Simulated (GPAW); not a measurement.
# wurtzite (GaN)₁₋ₓ(AlN)ₓ at x = 0.125: the N K absorption edge, part 2 of 3

What does the N K edge look like in wurtzite (GaN)₁₋ₓ(AlN)ₓ at x = 0.125?

GPAW 26.7.0; X-ray absorption from dipole matrix elements to empty bands, plane-wave PAW revPBE.

So far. Step 3 (The field without a hole): The mesh shows a gap of 2.17 eV. The excited electron is kept all the same, so that all members of the series, with or without a gap, are treated alike.

## Step 5: Spectrum with XCH, N atom 2

The holes are 5.2 Å apart. In GPAW the data set carries the hole's charge, so charge=0 means a charged cell and charge=-1 a neutral one. The excited electron is kept in the cell, where it fills the lowest empty states and screens the hole. After the field has converged, empty bands are computed with the density fixed and the dipole matrix elements are summed.

The absorber has 1 Al at 1.87 Å and 3 Ga at 1.95 Å (distorted tetrahedral).

xas.py reads:

```python
import numpy as np
from ase import Atoms
from ase.parallel import parprint, paropen
from gpaw import GPAW, PW, FermiDirac, Mixer, MixerDif, setup_paths
from gpaw.test import gen
setup_paths.insert(0, '.')
gen('N', name='fch1s', xcname='revPBE', corehole=(1, 0, 1), write_xml=True)
from gpaw.mpi import world
world.barrier()

atoms = Atoms('GaNAlNGaNGaNGaNGaNGaNGaN',
    cell=[[6.35875, 0, 0],
     [0, 5.506839, 0],
     [0, 0, 5.159625]],
    scaled_positions=[[0.9989122, 0.0040533, 0.9999622],
     [0.9990169, 0.3334391, 0.1386867],
     [0.9988728, 0.3322848, 0.5008647],
     [0.9991089, 0.0119111, 0.6201968],
     [0.246674, 0.4981979, 0.0003864],
     [0.2476861, 0.8326041, 0.1220135],
     [0.2462557, 0.8314015, 0.5016295],
     [0.2398871, 0.4932303, 0.6202925],
     [0.4985842, 0.000109, 0.0013613],
     [0.4995543, 0.3351638, 0.1222632],
     [0.4991476, 0.3340709, 0.5020053],
     [0.4987599, 0.9973629, 0.6226965],
     [0.7521078, 0.4992975, 0.0001192],
     [0.749653, 0.8334361, 0.1220048],
     [0.7516925, 0.8322362, 0.501455],
     [0.758095, 0.4940179, 0.6199115]],
    pbc=True)
atoms.calc = calc = GPAW(legacy_gpaw=True, mode=PW(500, force_complex_dtype=True), xc='revPBE', setups={1: 'fch1s'},
    kpts={'size': (3, 3, 3), 'gamma': True}, occupations=FermiDirac(0.04),
    charge=-1, mixer=Mixer(0.1, 5, 50), maxiter=150,
    convergence={'density': 0.0001, 'eigenstates': 1e-6}, txt='scf.txt')
energy = atoms.get_potential_energy() + calc.get_reference_energy()
ef = calc.get_fermi_level()
out = dict(energy=energy, fermi=ef, forces=atoms.get_forces().tolist())
parprint(f'all-electron energy {energy:.4f} eV, Fermi level {ef:.4f} eV')
ev = np.array([[calc.get_eigenvalues(k, s) for k in range(len(calc.get_ibz_k_points()))] for s in range(calc.get_number_of_spins())])
out['homo'], out['lumo'], out['counts'] = ev[ev < ef].max(), ev[ev > ef].min(), sorted(set((ev < ef).sum((0, 2)).tolist()))
out['filled'] = (ev[:, 0] < ef).sum(1).tolist()

from ase.units import Ha
from gpaw.xas import dipole_matrix_elements
nb = int(calc.get_number_of_electrons() / 2) + 94
top, nb = nb, nb + 8 + nb // 12
nscf = calc.fixed_density(kpts={'size': (4, 4, 5), 'gamma': True}, nbands=nb,
    convergence={'bands': top, 'eigenstates': 5e-3}, maxiter=60, txt='nscf.txt')
cell = atoms.cell.array
ops = [cell.T @ U.T @ np.linalg.inv(cell.T) for U in nscf.wfs.kd.symmetry.op_scc]
filled = [32]  # bands filled in the ground state, by spin
E = np.arange(-6, 30, 0.1)
fwhm = np.interp(E, [4, 25], [0.9, 3.5])
Y, X, zero, highest = 0, 0, 1e9, 1e9
for spin in range(nscf.get_number_of_spins()):
    wfs = nscf.wfs
    mine = wfs.bd.get_slice()  # this rank's bands
    A = dipole_matrix_elements(wfs.setups[1])
    eps = np.zeros((wfs.kd.nibzkpts, nb))
    d = np.zeros((3, A.shape[1], wfs.kd.nibzkpts, nb), complex)
    for kpt in wfs.kpt_u:
        if kpt.s == spin and 1 in kpt.P_ani:
            eps[kpt.k, mine] = kpt.eps_n * Ha
            d[:, :, kpt.k, mine] = (kpt.weight * wfs.nspins / 2) ** 0.5 * np.inner(A, kpt.P_ani[1])
    world.sum(eps)
    world.sum(d)
    T = np.einsum('amkn,bmkn->abkn', d, d.conj()).real
    T = sum(np.einsum('ai,ijkn,bj->abkn', R, T, R) for R in ops) / len(ops)
    empty = np.ones_like(eps, bool) & (np.arange(nb) >= filled[spin])
    zero, highest = min(zero, eps[empty].min()), min(highest, eps[:, top - 1].min())
    lines = [(eps, T, empty)] if spin == 0 else lines + [(eps, T, empty)]
for eps, T, empty in lines:
    f = np.einsum('aakn->akn', T).reshape(3, -1)
    x = eps.ravel() - zero
    w = np.interp(x, E, fwhm) / 2.35482
    g = np.exp(-0.5 * ((E[:, None] - x) / w) ** 2) / (w * (2 * np.pi) ** 0.5)
    Y = Y + (f * empty.ravel()) @ g.T
    X = X + (f * ~empty.ravel()) @ g.T
out.update(E=E.round(2).tolist(), xas=Y.tolist(), xes=X.tolist(), zero=zero, valid=highest - zero, nk=len(eps), nb=nb)
for i in range(0, len(E), 10):
    parprint(f'{E[i]:7.2f}', *(f'{v:10.3e}' for v in Y[:, i]))
import json
with paropen('out.json', 'w') as f:
    json.dump(out, f)
```

Launch:

```sh
> OMP_NUM_THREADS=1 mpirun -n 4 gpaw python xas.py
```

Numbers of over 12 decimals in the logs are rounded to 6 here.

The program printed:

```text
Input parameters:
  charge: -1
  convergence: {density: 0.0001,
                eigenstates: 1e-06}
  kpts: {gamma: True,
         size: (3, 3, 3)}
  maxiter: 150
  mixer: {backend: pulay,
          beta: 0.1,
          method: separate,
          nmaxold: 5,
          weight: 50}
  mode: {ecut: 500.0,
         force_complex_dtype: True,
         name: pw}
  occupations: {fixmagmom: False,
                name: fermi-dirac,
                width: 0.04}
  setups: {1: fch1s}
  xc: revPBE

Initialize ...

[... PAW data sets ...]

Reference energy: -388273.264863  # eV

Spin-paired calculation

[... convergence settings ...]
Symmetries present (total): 1
  [... symmetry matrices ...]

27 k-points: 3 x 3 x 3 Monkhorst-Pack grid
14 k-points in the irreducible part of the Brillouin zone
       k-points in crystal coordinates                weights
   0:     0.00000000    0.00000000    0.00000000          1/27
   1:     0.00000000    0.00000000    0.33333333          2/27
   2:     0.00000000    0.33333333   -0.33333333          2/27
   3:     0.00000000    0.33333333    0.00000000          2/27
   4:     0.00000000    0.33333333    0.33333333          2/27
   5:     0.33333333   -0.33333333   -0.33333333          2/27
   6:     0.33333333   -0.33333333    0.00000000          2/27
   7:     0.33333333   -0.33333333    0.33333333          2/27
   8:     0.33333333    0.00000000   -0.33333333          2/27
   9:     0.33333333    0.00000000    0.00000000          2/27
          ...
  13:     0.33333333    0.33333333    0.33333333          2/27

Wave functions: Plane wave expansion
  Cutoff energy: 500.000 eV
  Number of coefficients (min, max): 4533, 4608
  Pulay-stress correction: 0.000000 eV/Ang^3 (de/decut=0.000000)
  Using FFTW library
  Wavefunction extrapolation:
    Improved wavefunction reuse through dual PAW basis

Occupation numbers: Fermi-Dirac:
  width: 0.0400  # eV

Eigensolver
   Davidson(niter=2)

Densities:
  Coarse grid: 35*30*27 grid
  Fine grid: 70*60*54 grid
  Total Charge: 0.000000

Density mixing:
  Method: separate
  Backend: pulay
  Linear mixing parameter: 0.1
  old densities: 5
  Width of damping distribution: 1.1
  Damping of long wavelength oscillations: 50

[... Hamiltonian set-up ...]
Number of atoms: 16
Number of atomic orbitals: 64
Number of bands in calculation: 43
Number of valence electrons: 65
Bands to converge: occupied

... initialized

Initializing position-dependent things.

Density initialized from atomic densities
Creating initial wave functions:
  43 bands from LCAO basis set

Positions:
   0 Ga     6.351833    0.022321    5.159430    ( 0.0000,  0.0000,  0.0000)
   1 N      6.352499    1.836195    0.715571    ( 0.0000,  0.0000,  0.0000)
   2 Al     6.351582    1.829839    2.584274    ( 0.0000,  0.0000,  0.0000)
   3 N      6.353084    0.065593    3.199983    ( 0.0000,  0.0000,  0.0000)
   4 Ga     1.568538    2.743496    0.001994    ( 0.0000,  0.0000,  0.0000)
   5 N      1.574974    4.585017    0.629544    ( 0.0000,  0.0000,  0.0000)
   6 Ga     1.565878    4.578394    2.588220    ( 0.0000,  0.0000,  0.0000)
[...]
13 N      4.766856    4.589598    0.629499    ( 0.0000,  0.0000,  0.0000)
  14 Ga     4.779825    4.582991    2.587320    ( 0.0000,  0.0000,  0.0000)
  15 N      4.820537    2.720477    3.198511    ( 0.0000,  0.0000,  0.0000)

Unit cell:
           periodic     x           y           z      points  spacing
  1. axis:    yes    6.358750    0.000000    0.000000    35     0.1817
  2. axis:    yes    0.000000    5.506839    0.000000    30     0.1836
  3. axis:    yes    0.000000    0.000000    5.159625    27     0.1911

  Lengths:   6.358750   5.506839   5.159625
  Angles:   90.000000  90.000000  90.000000

Effective grid spacing dv^(1/3) = 0.1854

iter:   1  -121.479378
iter:   2  -112.869219   -0.97  -0.60
iter:   3  -102.910248   -0.23  -0.69
iter:   4  -102.872546   -1.73  -1.11
iter:   5  -103.141389   -1.67  -1.17
iter:   6  -103.009573   -1.29  -1.51
iter:   7  -102.798509   -1.82  -1.64
iter:   8  -102.787911   -3.22  -2.28
iter:   9  -102.788603c  -3.67  -2.47
iter:  10  -102.785905c  -3.68  -2.44
iter:  11  -102.786143c  -4.01  -2.91
iter:  12  -102.785790c  -4.78  -3.03
iter:  13  -102.785773c  -5.52  -3.38
iter:  14  -102.785767c  -6.25c -3.42
iter:  15  -102.785766c  -6.65c -3.56
iter:  16  -102.785760c  -6.87c -3.66
iter:  17  -102.785756c  -6.94c -3.81
iter:  18  -102.785756c  -7.03c -4.00
iter:  19  -102.785757c  -7.68c -4.20c

Converged after 19 iterations.

Dipole moment: (1.235657, 1.170517, -5.688302) |e|*Ang

Energy contributions relative to reference atoms: (reference = -388273.264863)

Kinetic:       +252.083808
Potential:     -218.378467
External:        +0.000000
XC:            -136.315184
Entropy (-ST):   -0.017375
Local:           -0.167227
SIC:             +0.000000
--------------------------
Free energy:   -102.794445
Extrapolated:  -102.785757

Showing only first 2 kpts
 Kpt  Band  Eigenvalues  Occupancy
  0    30      6.37550    2.00000
  0    31      6.49102    2.00000
  0    32      8.32672    2.00000
  0    33     10.86131    0.00069

  1    30      6.13480    2.00000
  1    31      6.22083    2.00000
  1    32      9.94069    2.00000
[...]
Fermi level: 10.54269

No gap
No difference between direct/indirect transitions

Forces in eV/Ang:
  0 Ga   -0.00108   -1.33342   -0.52872
  1 N     0.00489   -0.06868    1.57581
  2 Al    0.00947    0.03461    0.78581
  3 N    -0.00843    0.47283   -0.22845
  4 Ga    1.14872    0.62408   -0.52821
  5 N    -0.29483    0.03187    0.03232
  6 Ga    0.21406    0.09864    0.04998
[...]
13 N     0.32401    0.02560    0.02404
 14 Ga   -0.22794    0.08283    0.06090
 15 N     0.40595   -0.17236   -0.19298
Scalar-relativistic atomic revPBE calculation for N (Nitrogen, Z=7)
Core hole in 1s state (1s occupation: 1.0)
300 radial gridpoints.
|------------------------------------------------|
|------------------------------------------------|
[... the atom generator's iteration count ...]

Energy contributions:
-------------------------
Kinetic:      +38.936128
XC:            -4.786896
Potential:    -73.200244
-------------------------
Total:        -39.051011

state      eigenvalue         ekin         rmax
-----------------------------------------------
1s^1.0 :   -16.795651    23.734607        0.144
2s^2.0 :    -1.346526     3.193993        0.909
2p^3.0 :    -0.919464     2.937845        0.789
-----------------------------------------------
(units: Bohr and Hartree)

Generating PAW setup
Kinetic energy of the core from tauc = 23.749741
Cutoffs:
rc(s)=1.140
rc(p)=1.000
rc(d)=1.090
rc(vbar)=1.120
rc(comp)=1.090
rc(nct)=1.140

Kinetic energy of the core states: 23.734607
Charge: 1.0
Core electrons: 1.0
Valence electrons: 5.0
Pseudo-core charge: 0.003676
Shape function alpha=8.417
Pseudo-electron charge 4.919007
state    eigenvalue         norm
--------------------------------
2s(2) :    -1.346526     1.101578
*s    :    -0.346526
2p(3) :    -0.919464     0.904058
*p    :     0.080536
*d    :     0.000000
--------------------------------

Diagonalizing with gridspacing h=0.050

state   all-electron     PAW
-------------------------------
2s:      -1.346526    -1.348014
2p:      -0.919464    -0.923525
*d:                   -0.068331
*f:                   -0.014296
-------------------------------
all-electron energy -388376.0506 eV, Fermi level 10.5427 eV
[...]
27.00  9.056e-05  8.915e-05  1.092e-04
  28.00  9.430e-05  9.114e-05  1.003e-04
  29.00  8.603e-05  8.382e-05  7.950e-05
```

The job ended after 72 s (4 MPI ranks of Intel Xeon 6975P-C (Granite Rapids), shared host; peak memory 0.48 GiB).

The N K spectrum, N atom 2, excited-electron core hole (neutral cell) (energy from the bottom of the conduction band, which holds the excited electron; intensity scaled to a mean of 1 over the first 20 eV):

```tsv
E (eV)	isotropic	ε ∥ x	ε ∥ y	ε ∥ z
-2.0	0.00	0.00	0.00	0.00
-1.5	0.00	0.00	0.00	0.00
-1.0	0.00	0.00	0.00	0.00
-0.5	0.00	0.00	0.00	0.00
0.0	0.00	0.00	0.00	0.01
0.5	0.03	0.04	0.02	0.04
1.0	0.10	0.11	0.09	0.11
1.5	0.23	0.24	0.18	0.27
2.0	0.51	0.55	0.34	0.63
2.5	1.09	1.14	1.00	1.12
3.0	1.60	1.83	1.77	1.20
3.5	1.79	2.14	2.05	1.18
4.0	1.91	2.24	2.27	1.22
4.5	2.00	2.19	2.65	1.15
5.0	2.53	2.83	3.33	1.43
5.5	2.80	3.38	3.29	1.74
6.0	2.34	2.78	2.56	1.70
6.5	1.77	1.95	1.85	1.51
7.0	1.40	1.38	1.39	1.43
7.5	1.42	1.26	1.24	1.76
8.0	1.59	1.25	1.14	2.38
8.5	1.55	1.03	0.97	2.65
9.0	1.35	0.85	0.88	2.31
9.5	1.15	0.88	0.95	1.62
10.0	1.02	1.03	1.05	0.98
10.5	0.95	1.13	1.12	0.61
11.0	0.91	1.13	1.12	0.47
11.5	0.82	1.02	1.01	0.43
12.0	0.68	0.82	0.80	0.43
12.5	0.55	0.60	0.59	0.44
13.0	0.44	0.44	0.43	0.46
13.5	0.37	0.33	0.33	0.45
14.0	0.33	0.28	0.28	0.44
14.5	0.33	0.28	0.28	0.43
15.0	0.36	0.31	0.31	0.44
15.5	0.40	0.37	0.37	0.47
16.0	0.46	0.42	0.43	0.52
16.5	0.51	0.46	0.48	0.58
17.0	0.55	0.48	0.51	0.65
17.5	0.59	0.52	0.54	0.72
18.0	0.65	0.58	0.59	0.78
18.5	0.72	0.67	0.66	0.83
19.0	0.79	0.76	0.75	0.86
19.5	0.85	0.84	0.83	0.87
20.0	0.89	0.90	0.89	0.88
20.5	0.94	0.95	0.95	0.91
21.0	0.99	1.00	1.00	0.96
21.5	1.03	1.02	1.03	1.04
22.0	1.05	1.02	1.02	1.12
22.5	1.04	0.98	0.97	1.17
23.0	1.00	0.91	0.90	1.19
23.5	0.94	0.82	0.82	1.17
24.0	0.87	0.75	0.76	1.12
24.5	0.82	0.69	0.71	1.05
25.0	0.78	0.66	0.68	0.99
```

Main maxima below 24 eV (height): 5.4 eV (2.82), 8.2 eV (1.61) and 22.1 eV (1.05). A K edge sees empty p states on the absorber.

The total-energy difference is 406.92 eV. One term is added: -7.82 eV, since the hole is spin-paired here and a spin-polarised one costs that much less in the free atom (computed apart). The photon energy is then 399.10 eV. The functional leaves an error of a few eV in such absolute values.

## Step 6: Cell without a hole, the energy reference

The absorbing element, whose data set is made anew, changes for the next run, so it gets a reference energy of its own.

scf.py reads:

```python
import numpy as np
from ase import Atoms
from ase.parallel import parprint, paropen
from gpaw import GPAW, PW, FermiDirac, Mixer, MixerDif, setup_paths
from gpaw.test import gen
setup_paths.insert(0, '.')
gen('Ga', name='nch1s', xcname='revPBE', corehole=(1, 0, 0), write_xml=True)
from gpaw.mpi import world
world.barrier()

atoms = Atoms('GaNAlNGaNGaNGaNGaNGaNGaN',
    cell=[[6.35875, 0, 0],
     [0, 5.506839, 0],
     [0, 0, 5.159625]],
    scaled_positions=[[0.9989122, 0.0040533, 0.9999622],
     [0.9990169, 0.3334391, 0.1386867],
     [0.9988728, 0.3322848, 0.5008647],
     [0.9991089, 0.0119111, 0.6201968],
     [0.246674, 0.4981979, 0.0003864],
     [0.2476861, 0.8326041, 0.1220135],
     [0.2462557, 0.8314015, 0.5016295],
     [0.2398871, 0.4932303, 0.6202925],
     [0.4985842, 0.000109, 0.0013613],
     [0.4995543, 0.3351638, 0.1222632],
     [0.4991476, 0.3340709, 0.5020053],
     [0.4987599, 0.9973629, 0.6226965],
     [0.7521078, 0.4992975, 0.0001192],
     [0.749653, 0.8334361, 0.1220048],
     [0.7516925, 0.8322362, 0.501455],
     [0.758095, 0.4940179, 0.6199115]],
    pbc=True)
atoms.calc = calc = GPAW(legacy_gpaw=True, mode=PW(500, force_complex_dtype=True), xc='revPBE', setups={0: 'nch1s'},
    kpts={'size': (3, 3, 3), 'gamma': True}, occupations=FermiDirac(0.02),
    charge=0, mixer=Mixer(0.1, 5, 50), maxiter=150,
    convergence={'density': 0.0001, 'eigenstates': 1e-6}, txt='scf.txt')
energy = atoms.get_potential_energy() + calc.get_reference_energy()
ef = calc.get_fermi_level()
out = dict(energy=energy, fermi=ef, forces=atoms.get_forces().tolist())
parprint(f'all-electron energy {energy:.4f} eV, Fermi level {ef:.4f} eV')
ev = np.array([[calc.get_eigenvalues(k, s) for k in range(len(calc.get_ibz_k_points()))] for s in range(calc.get_number_of_spins())])
out['homo'], out['lumo'], out['counts'] = ev[ev < ef].max(), ev[ev > ef].min(), sorted(set((ev < ef).sum((0, 2)).tolist()))
out['filled'] = (ev[:, 0] < ef).sum(1).tolist()
import json
with paropen('out.json', 'w') as f:
    json.dump(out, f)
```

Launch:

```sh
> OMP_NUM_THREADS=1 mpirun -n 4 gpaw python scf.py
```

The program printed:

```text
Input parameters:
  convergence: {density: 0.0001,
                eigenstates: 1e-06}
  kpts: {gamma: True,
         size: (3, 3, 3)}
  maxiter: 150
  mixer: {backend: pulay,
          beta: 0.1,
          method: separate,
          nmaxold: 5,
          weight: 50}
  mode: {ecut: 500.0,
         force_complex_dtype: True,
         name: pw}
  occupations: {fixmagmom: False,
                name: fermi-dirac,
[...]
4s(2) :    -0.326311     1.132991
*s    :     0.673689
4p(1) :    -0.092959     1.011308
*p    :     0.907041
*d    :     0.000000
--------------------------------

Diagonalizing with gridspacing h=0.050

state   all-electron     PAW
-------------------------------
4s:      -0.326311    -0.326463
4p:      -0.092959    -0.093044
*d:                    0.026030
*f:                    0.060048
-------------------------------
all-electron energy -388782.9656 eV, Fermi level 7.1785 eV
[key lines of the parts left out:]
Converged after 17 iterations.
Dipole moment: (1.176998, 1.270052, -5.588334) |e|*Ang
Free energy:    -89.151318
Fermi level: 7.17854
```

Wall time 17 s (4 MPI ranks); peak memory 0.27 GiB; 68 s of CPU time.

Reference energy: -388782.966 eV with the cores included.

[end of part 2 of 3]

[Banner, clock and machine lines of the logs are left out without a mark of their own.]

[Logs are printed without paths, hosts, clocks, repeated set-up lines and the standing remarks that a program may print on its own settings, such as how far it seeks lower states.]

[Hosts, paths, dates, database ids (printed as entryN), source tags and the programs' standing remarks are cut or masked in the printed files.]

[Lists of maxima count a maximum above −3 eV only where it reaches 4 % of the highest in the window and stands out from its surroundings by 2 % of it (1.5 % where it reaches 55 %); shoulders and weaker maxima are passed over, and of the rest the first, up to two pre-edge ones and the few strongest are named.]
